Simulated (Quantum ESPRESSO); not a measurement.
# Collinear magnetic orders of InNi2SbO6 with Quantum ESPRESSO, part 2 of 3

Wanted: the moments of InNi2SbO6 and the energy of each order that was tried.

Quantum ESPRESSO 7.5; PBEsol with U = 6 eV on Ni d (ortho-atomic projectors); plane waves with GBRV 1.5 PBEsol potentials, no spin-orbit coupling.

So far, absolute magnetization (μB): step 2 (run 1, typed as ferro ++) 4.07.

### 3. Run 2, typed as antiferro +−

Contents of pw.in:

```
&CONTROL
  calculation = 'scf'
  prefix = 'pwscf'
  outdir = './tmp'
  pseudo_dir = './pseudo'
  disk_io = 'nowf'
/
&SYSTEM
  ibrav = 0
  celldm(1) = 8
  nat = 10
  ntyp = 5
  ecutwfc = 40
  ecutrho = 280
  nbnd = 64
  occupations = 'smearing'
  smearing = 'fd'
  degauss = 0.00367493
  nspin = 2
  starting_magnetization(1) = 0
  starting_magnetization(2) = 0.1111
  starting_magnetization(3) = -0.1111
  starting_magnetization(4) = 0
  starting_magnetization(5) = 0
/
&ELECTRONS
  conv_thr = 2d-08
  electron_maxstep = 150
  mixing_beta = 0.3
/
ATOMIC_SPECIES
In    114.8180 in_pbesol_v1.4.uspp.F.UPF
Ni1    58.6934 ni_pbesol_v1.4.uspp.F.UPF
Ni2    58.6934 ni_pbesol_v1.4.uspp.F.UPF
Sb    121.7600 sb_pbesol_v1.4.uspp.F.UPF
O      15.9990 o_pbesol_v1.2.uspp.F.UPF
CELL_PARAMETERS alat
   0.6243546544384    0.3604713278128    1.1212377622045
  -0.6243546544384    0.3604713278128    1.1212377622045
   0.0000000000000   -0.7209426556257    1.1212377622045
ATOMIC_POSITIONS crystal
In      0.2056830000    0.2056830000    0.2056830000
Ni1     0.9983680000    0.9983680000    0.9983680000
Ni2     0.4931743300    0.4931743300    0.4931743300
Sb      0.6959510000    0.6959510000    0.6959510000
O       0.7864580000    0.0838620000    0.4128670000
O       0.0838620000    0.4128670000    0.7864580000
O       0.4128670000    0.7864580000    0.0838620000
O       0.3021400000    0.8828500000    0.6150450000
O       0.8828500000    0.6150450000    0.3021400000
O       0.6150450000    0.3021400000    0.8828500000
K_POINTS automatic
6 6 6 0 0 0
HUBBARD {ortho-atomic}
U Ni1-3d 6.0000
U Ni2-3d 6.0000
```

Command:

```sh
$ OMP_NUM_THREADS=1 mpirun -n 4 pw.x -nk 4 -in pw.in > pw.out
```

Log:

```text
[banner, memory and clock lines left out]
Program PWSCF v.7.5 starts

     Message from routine setup:
     using ibrav=0 with symmetry is DISCOURAGED, use correct ibrav instead

     bravais-lattice index     =            0
     lattice parameter (alat)  =       8.0000  a.u.
     unit-cell volume          =     775.2129 (a.u.)^3
     number of atoms/cell      =           10
     number of atomic types    =            5
     number of electrons       =       100.00
     number of Kohn-Sham states=           64
     kinetic-energy cutoff     =      40.0000  Ry
     charge density cutoff     =     280.0000  Ry
     scf convergence threshold =      2.0E-08
     mixing beta               =       0.3000
     number of iterations used =            8  plain     mixing
     Exchange-correlation= SLA  PW   PSX  PSC
                           (   1   4  10   8   0   0   0)
     Hubbard projectors: ortho-atomic
     Hubbard parameters of DFT+U (Dudarev formulation) in eV:
     U(Ni1-3d) =  6.0000
     U(Ni2-3d) =  6.0000

     Internal variables: lda_plus_u =T, lda_plus_u_kind = 0

     Internal variables: orbital_resolved =F, hub_pot_fix =F, apply_U = F

     celldm(1)=   8.000000  celldm(2)=   0.000000  celldm(3)=   0.000000
     celldm(4)=   0.000000  celldm(5)=   0.000000  celldm(6)=   0.000000

     crystal axes: (cart. coord. in units of alat)
               a(1) = (   0.624355   0.360471   1.121238 )
               a(2) = (  -0.624355   0.360471   1.121238 )
               a(3) = (   0.000000  -0.720943   1.121238 )

     reciprocal axes: (cart. coord. in units 2 pi/alat)
               b(1) = (  0.800827  0.462358  0.297290 )
               b(2) = ( -0.800827  0.462358  0.297290 )
               b(3) = (  0.000000 -0.924715  0.297290 )

     PseudoPot. # 1 for In read from file:
     in_pbesol_v1.4.uspp.F.UPF
     Pseudo is Ultrasoft + core correction, Zval = 13.0

     PseudoPot. # 2 for Ni read from file:
     ni_pbesol_v1.4.uspp.F.UPF
     Pseudo is Ultrasoft + core correction, Zval = 18.0

     PseudoPot. # 3 for Ni read from file:
     ni_pbesol_v1.4.uspp.F.UPF
     Pseudo is Ultrasoft + core correction, Zval = 18.0

     PseudoPot. # 4 for Sb read from file:
     sb_pbesol_v1.4.uspp.F.UPF
     Pseudo is Ultrasoft + core correction, Zval = 15.0

     PseudoPot. # 5 for O  read from file:
     o_pbesol_v1.2.uspp.F.UPF
     Pseudo is Ultrasoft + core correction, Zval =  6.0

     atomic species   valence    mass     pseudopotential
     In               13.00   114.81800     In( 1.00)
     Ni1              18.00    58.69340     Ni( 1.00)
     Ni2              18.00    58.69340     Ni( 1.00)
     Sb               15.00   121.76000     Sb( 1.00)
     O                 6.00    15.99900     O ( 1.00)

     Starting magnetic structure
     atomic species   magnetization
     In              0.000
     Ni1             0.111
     Ni2            -0.111
     Sb              0.000
     O               0.000

      3 Sym. Ops. (no inversion) found

   Cartesian axes

     site n.     atom                  positions (alat units)
         1        In     tau(   1) = (  -0.0000000  -0.0000000   0.6918586  )
         2        Ni1    tau(   2) = (  -0.0000000  -0.0000000   3.3582237  )
         3        Ni2    tau(   3) = (  -0.0000000  -0.0000000   1.6588970  )
         4        Sb     tau(   4) = (   0.0000000  -0.0000000   2.3409796  )
         5        O      tau(   5) = (   0.4386691   0.0160720   1.4387577  )
         6        O      tau(   6) = (  -0.2054158  -0.3879346   1.4387577  )
         7        O      tau(   7) = (  -0.2332533   0.3718626   1.4387577  )
         8        O      tau(   8) = (  -0.3625690  -0.0162573   2.0182672  )
         9        O      tau(   9) = (   0.1672053   0.3221226   2.0182672  )
        10        O      tau(  10) = (   0.1953637  -0.3058653   2.0182672  )

     number of k points=    40  Fermi-Dirac smearing, width (Ry)=  0.0037
                       cart. coord. in units 2pi/alat
        k(    1) = (   0.0000000   0.0000000   0.0000000), wk =   0.0046296
        k(    2) = (   0.0000000  -0.1541192   0.0495484), wk =   0.0277778
        k(    3) = (   0.0000000  -0.3082384   0.0990968), wk =   0.0277778
        k(    4) = (   0.0000000   0.4623576  -0.1486452), wk =   0.0138889
        k(    5) = (  -0.1334711  -0.0770596   0.0990968), wk =   0.0277778
        [... 35 further k-points ...]

     Dense  grid:    61349 G-vectors     FFT dimensions: (  60,  60,  60)

     Smooth grid:    26491 G-vectors     FFT dimensions: (  45,  45,  45)

     Check: negative core charge=   -0.000007
     Generating pointlists ...
     new r_m :   0.2073 (alat units)  1.6584 (a.u.) for type    1
     new r_m :   0.1999 (alat units)  1.5992 (a.u.) for type    2
     new r_m :   0.2026 (alat units)  1.6205 (a.u.) for type    3
     new r_m :   0.1953 (alat units)  1.5627 (a.u.) for type    4
     new r_m :   0.1953 (alat units)  1.5627 (a.u.) for type    5

     Initial potential from superposition of free atoms

     starting charge      93.5000, renormalised to     100.0000

     STARTING HUBBARD OCCUPATIONS:

     =================== HUBBARD OCCUPATIONS ===================
     ------------------------ ATOM    2 ------------------------
     Tr[ns(  2)] (up, down, total) =   5.00000  3.00000  8.00000
     Atomic magnetic moment for atom   2 =   2.00000
     [... lines left out ...]
     ------------------------ ATOM    3 ------------------------
     Tr[ns(  3)] (up, down, total) =   3.00000  5.00000  8.00000
     Atomic magnetic moment for atom   3 =  -2.00000
     [... lines left out ...]
     Number of occupied Hubbard levels =   16.0000

     Atomic wfc used for Hubbard projectors are orthogonalized

     Starting wfcs are   68 randomized atomic wfcs

     Self-consistent Calculation

     iteration #  1     ecut=    40.00 Ry     beta= 0.30
     Davidson diagonalization with overlap
     ethr =  1.00E-02,  avg # of iterations =  3.5

     =================== HUBBARD OCCUPATIONS ===================
     ------------------------ ATOM    2 ------------------------
     Tr[ns(  2)] (up, down, total) =   2.55784  0.26937  2.82721
     Atomic magnetic moment for atom   2 =   2.28847
     [... lines left out ...]
     ------------------------ ATOM    3 ------------------------
     Tr[ns(  3)] (up, down, total) =   0.28012  2.81771  3.09783
     Atomic magnetic moment for atom   3 =  -2.53758
     [... lines left out ...]
     Number of occupied Hubbard levels =    5.9250

     total energy              =   -1174.40126183 Ry
     estimated scf accuracy    <      66.39843890 Ry

     total magnetization       =    -0.27 Bohr mag/cell
     absolute magnetization    =     5.49 Bohr mag/cell

     iteration #  2     ecut=    40.00 Ry     beta= 0.30
     Davidson diagonalization with overlap
     ethr =  1.00E-02,  avg # of iterations =  3.0

     total energy              =   -1194.96685403 Ry
     estimated scf accuracy    <      40.09979991 Ry

     total magnetization       =     0.00 Bohr mag/cell
     absolute magnetization    =     0.37 Bohr mag/cell

     [... further iterations left out ...]

     iteration # 21     ecut=    40.00 Ry     beta= 0.30
     Davidson diagonalization with overlap
     ethr =  4.31E-11,  avg # of iterations =  1.1

     total energy              =   -1197.11374298 Ry
     estimated scf accuracy    <       0.00000003 Ry

     total magnetization       =    -0.00 Bohr mag/cell
     absolute magnetization    =     3.82 Bohr mag/cell

     iteration # 22     ecut=    40.00 Ry     beta= 0.30
     Davidson diagonalization with overlap
     ethr =  2.78E-11,  avg # of iterations =  2.0

     Magnetic moment per site  (integrated on atomic sphere of radius R)
     atom   1 (R=0.207)  charge=  9.3053  magn=  0.0011
     atom   2 (R=0.200)  charge= 15.5143  magn=  1.6892
     atom   3 (R=0.203)  charge= 15.5595  magn= -1.6985
     atom   4 (R=0.195)  charge= 10.0943  magn= -0.0011
     atom   5 (R=0.195)  charge=  5.4765  magn=  0.0060
     atom   6 (R=0.195)  charge=  5.4765  magn=  0.0060
     atom   7 (R=0.195)  charge=  5.4765  magn=  0.0060
     atom   8 (R=0.195)  charge=  5.4950  magn= -0.0038
     atom   9 (R=0.195)  charge=  5.4950  magn= -0.0038
     atom  10 (R=0.195)  charge=  5.4950  magn= -0.0038

     End of self-consistent calculation

     =================== HUBBARD OCCUPATIONS ===================
     ------------------------ ATOM    2 ------------------------
     Tr[ns(  2)] (up, down, total) =   4.97356  3.25079  8.22435
     Atomic magnetic moment for atom   2 =   1.72277
     [... lines left out ...]
     ------------------------ ATOM    3 ------------------------
     Tr[ns(  3)] (up, down, total) =   3.24232  4.97482  8.21714
     Atomic magnetic moment for atom   3 =  -1.73249
     [... lines left out ...]
     Number of occupied Hubbard levels =   16.4415

     [... lines left out ...]
     the Fermi energy is    10.2204 ev

!    total energy              =   -1197.11374328 Ry
     estimated scf accuracy    <       0.00000001 Ry
     smearing contrib. (-TS)   =      -0.00000000 Ry
     internal energy E=F+TS    =   -1197.11374328 Ry

     The total energy is F=E-TS. E is the sum of the following terms:
     one-electron contribution =    -672.15047496 Ry
     hartree contribution      =     399.34419724 Ry
     xc contribution           =    -194.84473658 Ry
     ewald contribution        =    -729.59168876 Ry
     Hubbard energy            =       0.12895978 Ry

     total magnetization       =    -0.00 Bohr mag/cell
     absolute magnetization    =     3.82 Bohr mag/cell

     convergence has been achieved in  22 iterations
```

Run time: 3.5 min. Hardware: 4 MPI ranks of Arm Neoverse V2, shared host; peak memory 1 GiB; 14 min of CPU time.

Spin moment in the atom's sphere by atom:

| atom | spin moment in the atom's sphere (μB) |
| --- | --- |
| In1 | 0.00 |
| Ni2 | 1.69 |
| Ni3 | -1.70 |
| Sb4 | 0.00 |
| O5 | 0.01 |
| O6 | 0.01 |
| O7 | 0.01 |
| O8 | 0.00 |
| O9 | 0.00 |
| O10 | 0.00 |

Read from the output:

```yaml
smearing_term_ts: 5.90e-8 eV
magnetization: 0 μB
absolute_magnetization: 3.82 μB
final_state: antiferromagnetic
```

### 4. Ranking

An order is kept where moments of 0.15 μB or more survive with the typed signs; meshes match where a doubled cell samples the same k points as the first cell.

Orders:

| start | final state | typed order kept | energy over the lowest (meV a seeded atom) | largest site moment (μB) | net moment (μB a cell of the first run) | mesh matched | CPU time (s) |
| --- | --- | --- | --- | --- | --- | --- | --- |
| ferro ++ | ferromagnetic | yes | 22.03 | 1.711 | 4 | yes | 848.3 |
| antiferro +- | antiferromagnetic | yes | 0 | 1.699 | 0 | yes | 838 |

### 5. The lowest state again, with its states saved

Edit pw.in of step 3 so:

```diff
@@ -5,3 +5,3 @@
   pseudo_dir = './pseudo'
-  disk_io = 'nowf'
+  disk_io = 'low'
 /
@@ -14,3 +14,3 @@
   ecutrho = 280
-  nbnd = 64
+  nbnd = 68
   occupations = 'smearing'
```

Log:

```text
     [... lines left out ...]
Program PWSCF v.7.5 starts
     [... lines left out ...]
     number of atoms/cell      =           10
     [... lines left out ...]
     number of electrons       =       100.00
     number of Kohn-Sham states=           68
     kinetic-energy cutoff     =      40.0000  Ry
     charge density cutoff     =     280.0000  Ry
     scf convergence threshold =      2.0E-08
     [... lines left out ...]
      3 Sym. Ops. (no inversion) found
     [... lines left out ...]
     number of k points=    40  Fermi-Dirac smearing, width (Ry)=  0.0037
     [... lines left out ...]
     iteration # 22     ecut=    40.00 Ry     beta= 0.30
     [... lines left out ...]
     Magnetic moment per site  (integrated on atomic sphere of radius R)
     atom   1 (R=0.207)  charge=  9.3053  magn=  0.0011
     atom   2 (R=0.200)  charge= 15.5143  magn=  1.6892
     atom   3 (R=0.203)  charge= 15.5595  magn= -1.6986
     atom   4 (R=0.195)  charge= 10.0943  magn= -0.0011
     atom   5 (R=0.195)  charge=  5.4765  magn=  0.0060
     atom   6 (R=0.195)  charge=  5.4765  magn=  0.0060
     atom   7 (R=0.195)  charge=  5.4765  magn=  0.0060
     atom   8 (R=0.195)  charge=  5.4950  magn= -0.0038
     atom   9 (R=0.195)  charge=  5.4950  magn= -0.0038
     atom  10 (R=0.195)  charge=  5.4950  magn= -0.0038
     [... lines left out ...]
     Tr[ns(  2)] (up, down, total) =   4.97356  3.25078  8.22435
     [... lines left out ...]
     Tr[ns(  3)] (up, down, total) =   3.24233  4.97482  8.21715
     [... lines left out ...]
     the Fermi energy is    10.2204 ev
!    total energy              =   -1197.11374331 Ry
     estimated scf accuracy    <          5.5E-09 Ry
     smearing contrib. (-TS)   =      -0.00000000 Ry
     [... lines left out ...]
     total magnetization       =    -0.00 Bohr mag/cell
     absolute magnetization    =     3.82 Bohr mag/cell
     convergence has been achieved in  22 iterations
```

The job ended after 3.7 min (4 MPI ranks; peak memory 1 GiB; 15 min of CPU time).

Numbers from this step:

| Item | Value |
| --- | --- |
| smearing term TS | 5.90e-8 eV |
| magnetization | 0 μB |
| absolute magnetization | 3.82 μB |
| final state | antiferromagnetic |
| largest moment | 1.699 μB |

[end of part 2 of 3]

[Logs and program files are shortened in this print: banners, set-up blocks, solver, clock and traceback lines can be left out without a mark of their own.]

[Logs are printed without paths, hosts, clocks, repeated set-up lines and the standing remarks that a program may print on its own settings, such as how far it seeks lower states.]

[Hosts, paths, dates, database ids (printed as entryN), source tags and the programs' standing remarks are cut or masked in the printed files.]

[Where a cell is said to come from a database of computed structures, the database is the Materials Project.]
